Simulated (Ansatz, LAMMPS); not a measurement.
# Glassy 63SiO2-9CaO-11ZnO-11SrO-6Sc2O3 (mol %) (98 atoms) under strain

Aim: relax glassy 63SiO2-9CaO-11ZnO-11SrO-6Sc2O3 (mol %) (98 atoms), then change its volume and shape to read moduli from the stress.

Method: Kohn-Sham DFT, PBEsol, PAW (set soft_2), plane waves, in Ansatz 0.2.0.

## Step 1: Starting point

The cell holds 98 atoms: 22 Si, 3 Ca, 4 Zn, 4 Sr, 4 Sc and 61 O. Its edges and angles: a = 11.129 Å, b = 11.129 Å, c = 11.129 Å, α = 90.0°, β = 90.0°, γ = 90.0°. 98 atoms (22 Si, 3 Ca, 4 Zn, 4 Sr, 4 Sc, 61 O) placed at random at 2.93 g/cm³, melted at 4000 K for 10 ps at fixed volume with the Morse and Coulomb pair potential with partial charges (Pedone, Malavasi, Menziani, Cormack and Segre, J. Phys. Chem. B 110, 11780 (2006)). Quenched from 4000 K to 300 K at 25 K/ps and fixed volume, held 10 ps at zero pressure, then minimised at fixed cell.

Limits known from the start: The quench rate of 25 K/ps is orders of magnitude faster than experiment, which tends to freeze in extra defects. The network of bonds at the start is that of the classical potential that made the cell, and needn't be the one that DFT or experiment would give. Sampling is at Γ alone.

## Step 2: Single point at the start

A single point comes first, to see the forces before anything moves.

The input, input.yaml:

```yaml
crystal:
  lattice:
    - [11.1292, 0.0, 0.0]
    - [0.0, 11.1292, 0.0]
    - [0.0, 0.0, 11.1292]
  atoms:
    - { symbol: Si, position: [0.83944, 0.4692, 0.09681] }
    - { symbol: Si, position: [0.0493, 0.59647, 0.69186] }
    - { symbol: Si, position: [0.10789, 0.06389, 0.84286] }
    - { symbol: Si, position: [0.65501, 0.70857, 0.58124] }
    - { symbol: Si, position: [0.45778, 0.06904, 0.76055] }
    - { symbol: Si, position: [0.39963, 0.80261, 0.66531] }
    - { symbol: Si, position: [0.493, 0.45082, 0.92258] }
    - { symbol: Si, position: [0.16231, 0.55546, 0.44778] }
    - { symbol: Si, position: [0.29176, 0.62124, 0.83248] }
    - { symbol: Si, position: [0.2089, 0.63875, 0.09696] }
    - { symbol: Si, position: [0.62626, 0.87343, 0.14372] }
    - { symbol: Si, position: [0.81637, 0.92388, 0.64463] }
    - { symbol: Si, position: [0.34498, 0.21349, 0.96058] }
    - { symbol: Si, position: [0.48034, 0.62341, 0.15937] }
    - { symbol: Si, position: [0.6636, 0.06322, 0.94046] }
    - { symbol: Si, position: [0.11465, 0.0471, 0.13205] }
    - { symbol: Si, position: [0.49176, 0.0022, 0.35638] }
    - { symbol: Si, position: [0.39465, 0.23047, 0.23584] }
    - { symbol: Si, position: [0.98866, 0.92684, 0.43173] }
    - { symbol: Si, position: [0.66136, 0.25143, 0.1503] }
    - { symbol: Si, position: [0.85349, 0.15862, 0.78134] }
    - { symbol: Si, position: [0.94917, 0.81829, 0.84946] }
    - { symbol: Ca, position: [0.38439, 0.38136, 0.65463] }
    - { symbol: Ca, position: [0.29885, 0.06186, 0.533] }
    - { symbol: Ca, position: [0.91839, 0.25552, 0.32208] }
    - { symbol: Zn, position: [0.39842, 0.45728, 0.38968] }
    - { symbol: Zn, position: [0.84138, 0.01995, 0.23614] }
    - { symbol: Zn, position: [0.12524, 0.89731, 0.63742] }
    - { symbol: Zn, position: [0.63381, 0.48746, 0.39277] }
    - { symbol: Sr, position: [0.05337, 0.38955, 0.91234] }
    - { symbol: Sr, position: [0.88745, 0.59178, 0.38635] }
    - { symbol: Sr, position: [0.69118, 0.69528, 0.91926] }
    - { symbol: Sr, position: [0.66734, 0.23205, 0.53329] }
    - { symbol: Sc, position: [0.24208, 0.83866, 0.33068] }
    - { symbol: Sc, position: [0.13423, 0.36374, 0.21242] }
    - { symbol: Sc, position: [0.78043, 0.46794, 0.7746] }
    - { symbol: Sc, position: [0.92895, 0.78189, 0.15978] }
    - { symbol: O, position: [0.39742, 0.90618, 0.40396] }
    - { symbol: O, position: [0.58785, 0.0447, 0.44557] }
    - { symbol: O, position: [0.00494, 0.71708, 0.75914] }
    - { symbol: O, position: [0.84475, 0.49202, 0.95326] }
    - { symbol: O, position: [0.535, 0.26901, 0.21855] }
    - { symbol: O, position: [0.68281, 0.64221, 0.46189] }
    - { symbol: O, position: [0.06413, 0.60487, 0.54905] }
    - { symbol: O, position: [0.18158, 0.57379, 0.75031] }
    - { symbol: O, position: [0.95633, 0.39121, 0.13784] }
    - { symbol: O, position: [0.90767, 0.77395, 0.97346] }
    - { symbol: O, position: [0.4972, 0.53772, 0.03983] }
    - { symbol: O, position: [0.83734, 0.59542, 0.16388] }
    - { symbol: O, position: [0.43228, 0.94169, 0.69691] }
    - { symbol: O, position: [0.95871, 0.81565, 0.34954] }
    - { symbol: O, position: [0.79829, 0.09656, 0.90102] }
    - { symbol: O, position: [0.78019, 0.3892, 0.39915] }
    - { symbol: O, position: [0.7205, 0.84192, 0.58332] }
    - { symbol: O, position: [0.38256, 0.50773, 0.84074] }
    - { symbol: O, position: [0.75616, 0.16977, 0.21846] }
    - { symbol: O, position: [0.38606, 0.09701, 0.8849] }
    - { symbol: O, position: [0.56808, 0.74005, 0.13188] }
    - { symbol: O, position: [0.09947, 0.18002, 0.1977] }
    - { symbol: O, position: [0.63031, 0.16732, 0.03308] }
    - { symbol: O, position: [0.72358, 0.37923, 0.11846] }
    - { symbol: O, position: [0.7976, 0.28404, 0.75263] }
    - { symbol: O, position: [0.18353, 0.04793, 0.72018] }
    - { symbol: O, position: [0.6381, 0.93551, 0.00789] }
    - { symbol: O, position: [0.13847, 0.06704, 0.98535] }
    - { symbol: O, position: [0.98598, 0.97828, 0.14281] }
    - { symbol: O, position: [0.95899, 0.49324, 0.72366] }
    - { symbol: O, position: [0.04031, 0.92792, 0.83613] }
    - { symbol: O, position: [0.40157, 0.12205, 0.33128] }
    - { symbol: O, position: [0.94621, 0.90083, 0.57418] }
    - { symbol: O, position: [0.26729, 0.80149, 0.61593] }
    - { symbol: O, position: [0.43195, 0.17368, 0.66807] }
    - { symbol: O, position: [0.51375, 0.73528, 0.6076] }
    - { symbol: O, position: [0.52188, 0.40216, 0.49879] }
    - { symbol: O, position: [0.08728, 0.46242, 0.36279] }
    - { symbol: O, position: [0.26865, 0.484, 0.50962] }
    - { symbol: O, position: [0.92464, 0.04549, 0.39051] }
    - { symbol: O, position: [0.34466, 0.19502, 0.10417] }
    [... 14 atom lines left out ...]
    - { symbol: O, position: [0.1001, 0.71027, 0.14627] }
    - { symbol: O, position: [0.61119, 0.46376, 0.84984] }
    - { symbol: O, position: [0.20859, 0.96246, 0.19828] }
    - { symbol: O, position: [0.44999, 0.31816, 0.94487] }
    - { symbol: O, position: [0.99668, 0.15823, 0.80891] }
    - { symbol: O, position: [0.50343, 0.55054, 0.27728] }
kpoints:
  mp_grid: { grid: [1, 1, 1] }
hamiltonian:
  xc: pbesol
scf:
  occupations: { method: fermi_dirac, width: 0.025 }
output:
  forces: true
```

Run with:

```console
ansatz run input.yaml --threads 4 --pin off --max-ram 8192MiB --backend cpu --events-out ev --progress --plain --runs-dir out
```

Numbers of over 12 decimals in the logs are rounded to 6 here.

Log:

```text
Engine: ansatz 0.2.0, x86_64-unknown-linux-gnu
Pseudopotentials: kind: paw
Pseudopotential: Si, paw, valence charge 4, recommended cutoff 420 eV (normal), Si.paw.azcp
Pseudopotential: Ca, paw, valence charge 10, recommended cutoff 420 eV (normal), Ca.paw.azcp
Pseudopotential: Zn, paw, valence charge 12, recommended cutoff 420 eV (normal), Zn.paw.azcp
Pseudopotential: Sr, paw, valence charge 10, recommended cutoff 420 eV (normal), Sr.paw.azcp
Pseudopotential: Sc, paw, valence charge 11, recommended cutoff 420 eV (normal), Sc.paw.azcp
Pseudopotential: O, paw, valence charge 6, recommended cutoff 420 eV (normal), O.paw.azcp
Functional definition: PBEsol
  exchange = pbesol_x
  correlation = pbesol_c
Crystal: 98 atoms, lattice volume = 1378.453 Å³
Basis set: ecut = 420 eV, 26961 PW (Γ), exchange–correlation on 150×150×150 points (8 copies of the dense FFT grid, shifted against one another)
Bands: 406, of which v1, the nominal top of the filled ones, is band 308 counted from 1 (307 counted from 0)
Symmetry: 1 space group operations
Space group: P1 (ITA 1), of the structure as read, at distance tolerance 1.1e-4 Å
k-points: 1
Non-local potential: Si, projectors of the file, l = 0: 2, l = 1: 2, l = 2: 2
Non-local potential: Ca, projectors of the file, l = 0: 3, l = 1: 2, l = 2: 2
Non-local potential: Zn, projectors of the file, l = 0: 2, l = 1: 2, l = 2: 3, l = 3: 1
Non-local potential: Sr, projectors of the file, l = 0: 3, l = 1: 2, l = 2: 2
Non-local potential: Sc, projectors of the file, l = 0: 3, l = 1: 2, l = 2: 3, l = 3: 1
Non-local potential: O, projectors of the file, l = 0: 2, l = 1: 2, l = 2: 1
PAW form: soft (Blöchl's): semilocal exchange-correlation on the pseudo side does not see the compensation charge
PAW frozen core: Si, regenerated for the run's functional, and the local potential with it (the file was generated under x = pbe(κ = 0.804, μ = 0.219515), c = pbe(β = 0.066725))
PAW frozen core: Ca, regenerated for the run's functional, and the local potential with it (the file was generated under x = pbe(κ = 0.804, μ = 0.219515), c = pbe(β = 0.066725))
PAW frozen core: Zn, regenerated for the run's functional, and the local potential with it (the file was generated under x = pbe(κ = 0.804, μ = 0.219515), c = pbe(β = 0.066725))
PAW frozen core: Sr, regenerated for the run's functional, and the local potential with it (the file was generated under x = pbe(κ = 0.804, μ = 0.219515), c = pbe(β = 0.066725))
PAW frozen core: Sc, regenerated for the run's functional, and the local potential with it (the file was generated under x = pbe(κ = 0.804, μ = 0.219515), c = pbe(β = 0.066725))
PAW frozen core: O, regenerated for the run's functional, and the local potential with it (the file was generated under x = pbe(κ = 0.804, μ = 0.219515), c = pbe(β = 0.066725))
PAW one-centre angular grid: Si, 110 points (default); XC on 64 Gauss nodes
PAW one-centre angular grid: Ca, 110 points (default); XC on 64 Gauss nodes
PAW one-centre angular grid: Zn, 590 points (default); XC on 64 Gauss nodes
PAW one-centre angular grid: Sr, 110 points (default); XC on 64 Gauss nodes
PAW one-centre angular grid: Sc, 590 points (default); XC on 64 Gauss nodes
PAW one-centre angular grid: O, 110 points (default); XC on 64 Gauss nodes
Initial density: superposition of atomic densities (neutral atoms: chi_scale 0, normalization atom), corrected by the library's trained network
Initial wavefunctions: pseudopotential atomic-orbital guess
Functional: x = pbesol(κ = 0.804, μ = 0.123457), c = pbesol(β = 0.046)
SCF iter   1: F=—  HF=-88915.880349 eV  |F-HF|=—  |Δ(HF+E_count)|=         —  Δρ=1.20e-2  dr2=1.61e0  ethr=1.77e-3  ⟨swp⟩=6.0  Hψ=1913  notcnv=0  defer=81
preconditioner: auto → Resta (q_TF=auto, 2.386 Å⁻¹)  ε∞=3.8  [insulator: Δε(μ)=3.087 eV  Ē_g=14.189 eV  σ=0.025 eV  W_gap=1.00  n_scr=304 (ndim 8)  ℏωp=23.9 eV  f_vac=0.142  D(μ)=0.00/eV (n_scr^D=0)  ε∞_Penn≈3.8]
SCF iter   2: F=—  HF=-88915.461098 eV  |F-HF|=—  |Δ(HF+E_count)|=   4.19e-1  Δρ=2.50e-3  dr2=6.23e-2  ethr=2.61e-4  ⟨swp⟩=2.0  Hψ=696  notcnv=0  defer=90
SCF iter   3: F=—  HF=-88915.454567 eV  |F-HF|=—  |Δ(HF+E_count)|=   6.53e-3  Δρ=9.63e-4  dr2=1.30e-2  ethr=1.01e-5  ⟨swp⟩=3.0  Hψ=630  notcnv=0  defer=41
automatic band count: iteration 3 solves 357 bands in place of 406: the levels show a gap, and the empty bands left out lie too high to hold charge; the band table lists the bands solved (type scf.n_extra_bands for more)
SCF iter   4: F=—  HF=-88915.456195 eV  |F-HF|=—  |Δ(HF+E_count)|=   1.63e-3  Δρ=5.10e-4  dr2=4.05e-3  ethr=2.12e-6  ⟨swp⟩=2.0  Hψ=538  notcnv=0  defer=41
SCF iter   5: F=—  HF=-88915.456648 eV  |F-HF|=—  |Δ(HF+E_count)|=   4.53e-4  Δρ=1.68e-4  dr2=4.62e-4  ethr=6.58e-7  ⟨swp⟩=2.0  Hψ=530  notcnv=0  defer=41
SCF iter   6: F=—  HF=-88915.456713 eV  |F-HF|=—  |Δ(HF+E_count)|=   6.53e-5  Δρ=8.33e-5  dr2=1.03e-4  ethr=7.50e-8  ⟨swp⟩=2.0  Hψ=532  notcnv=0  defer=41
SCF iter   7: F=—  HF=-88915.456775 eV  |F-HF|=—  |Δ(HF+E_count)|=   6.20e-5  Δρ=3.13e-5  dr2=1.58e-5  ethr=1.67e-8  ⟨swp⟩=2.0  Hψ=529  notcnv=0  defer=41
SCF iter   8: F=—  HF=-88915.454431 eV  |F-HF|=—  |Δ(HF+E_count)|=   2.34e-3  Δρ=1.70e-5  dr2=3.76e-6  ethr=2.57e-9  ⟨swp⟩=2.0  Hψ=665  notcnv=0  defer=41
SCF iter   9: F=—  HF=-88915.454433 eV  |F-HF|=—  |Δ(HF+E_count)|=   1.63e-6  Δρ=6.08e-6  dr2=5.82e-7  ethr=6.10e-10  ⟨swp⟩=2.0  Hψ=554  notcnv=0  defer=41
SCF iter  10: F=—  HF=-88915.454434 eV  |F-HF|=—  |Δ(HF+E_count)|=   9.09e-7  Δρ=3.59e-6  dr2=1.76e-7  ethr=1.62e-11  ⟨swp⟩=5.0  Hψ=1198  notcnv=0
SCF iter  11: F=-88915.454434 eV  HF=-88915.454434 eV  |F-HF|=2.41e-8  |Δ(HF+E_count)|=   7.11e-8  Δρ=1.28e-6  dr2=2.52e-8  ethr=1.62e-11  ⟨swp⟩=4.0  Hψ=1170  notcnv=0
SCF 1 converged in 11 iterations: F = -88915.454434 eV  dr2 = 2.52e-8
  greatest PAW one-centre occupation: 0.998 electrons in one spin orbital (limit 2), on the Sc atom at site 36 (counted from 0), in its partial waves of l = 0
SCF converged after 11 iterations
Free energy (F): -88915.454434 eV
Harris-Foulkes:  -88915.454434 eV  (|F-HF|=2.41e-8)
Internal energy: -88915.454434 eV  (E = F + TS)
E sigma→0 (E₀):  -88915.454434 eV
Fermi energy:    6.031924 eV
--- Per-component energies (eV) ---
  E_band       = -3247.786683
  E_kinetic    = 15191.284113
  E_local      = -49550.310695  (includes V_loc(G=0)·N_el)
  E_nonlocal   = 7301.673751
  E_hartree    = 18598.183073
  E_xc         = -7737.104268
  E_vxc        = -8666.286711  (∫ρ·V_xc dr)
  E_paw        = -44312.061730  (= ΣΔE_a)
  E_vpaw       = -4720.666117  (= ΣTr[D̂ρ^β])
  E_aug_tail   = 0.153519  (compensation charges beyond the density's cutoff)
  E_ewald      = -28414.718386
  E_core_change = 7.446189  (= ΣΔE_core)
  E_smearing   = -0.000000  (= −TS)
  E_closure    = 0.000000  (closes the sum)
  Σ components = -88915.454434   (vs F -88915.454434, Δ=0.00e0)
--- Forces (eV/Å), atoms counted from 1 ---
  atom   1  Si    -0.03264374    -1.16048211     0.27108805
  atom   2  Si     0.51669353     0.98073196     0.76947164
  atom   3  Si    -0.96028016    -1.00641364     0.43279964
  atom   4  Si     0.43407966     0.23385000     1.91210040
  atom   5  Si    -0.19634840     0.34621581     1.81279496
  atom   6  Si    -0.30916263    -0.28233851     1.11143011
  atom   7  Si    -1.56745167     0.52225405     1.21386915
  atom   8  Si     0.11845378    -0.42877940     0.00381444
  atom   9  Si     0.06875712     0.40348354     0.51671457
  atom  10  Si     1.31835740    -1.35970324    -0.70004583
  atom  11  Si    -0.87826986     1.33075872     0.23866933
  atom  12  Si     1.67110702    -0.71492704     1.15178841
  atom  13  Si     0.78445128     0.86684361    -0.30704946
  atom  14  Si    -1.15340877    -0.10737007    -1.47126120
[...]
atom  97  O      0.43680261     1.18647723     0.07569215
  atom  98  O      0.58425958    -0.63639097     1.60624759
  max |Σ_I F_I| component: 1.05e-4 eV/Å
```

Wall time 13 s (4 threads of Intel Xeon Platinum 8488C (Sapphire Rapids), shared host); peak memory 2 GiB; 48 s of CPU time.

The column dr2 measures how far the density is from self-consistency, as an energy; F and HF (Harris–Foulkes) agree once it is small.

The r.m.s. force at the start is 0.91 eV/Å.

(Part 1 of 5 ends here.)

[Logs are printed without paths, hosts, clocks, repeated set-up lines and the standing remarks that a program may print on its own settings, such as how far it seeks lower states.]

[Hosts, paths, dates, database ids (printed as entryN), source tags and the programs' standing remarks are cut or masked in the printed files.]
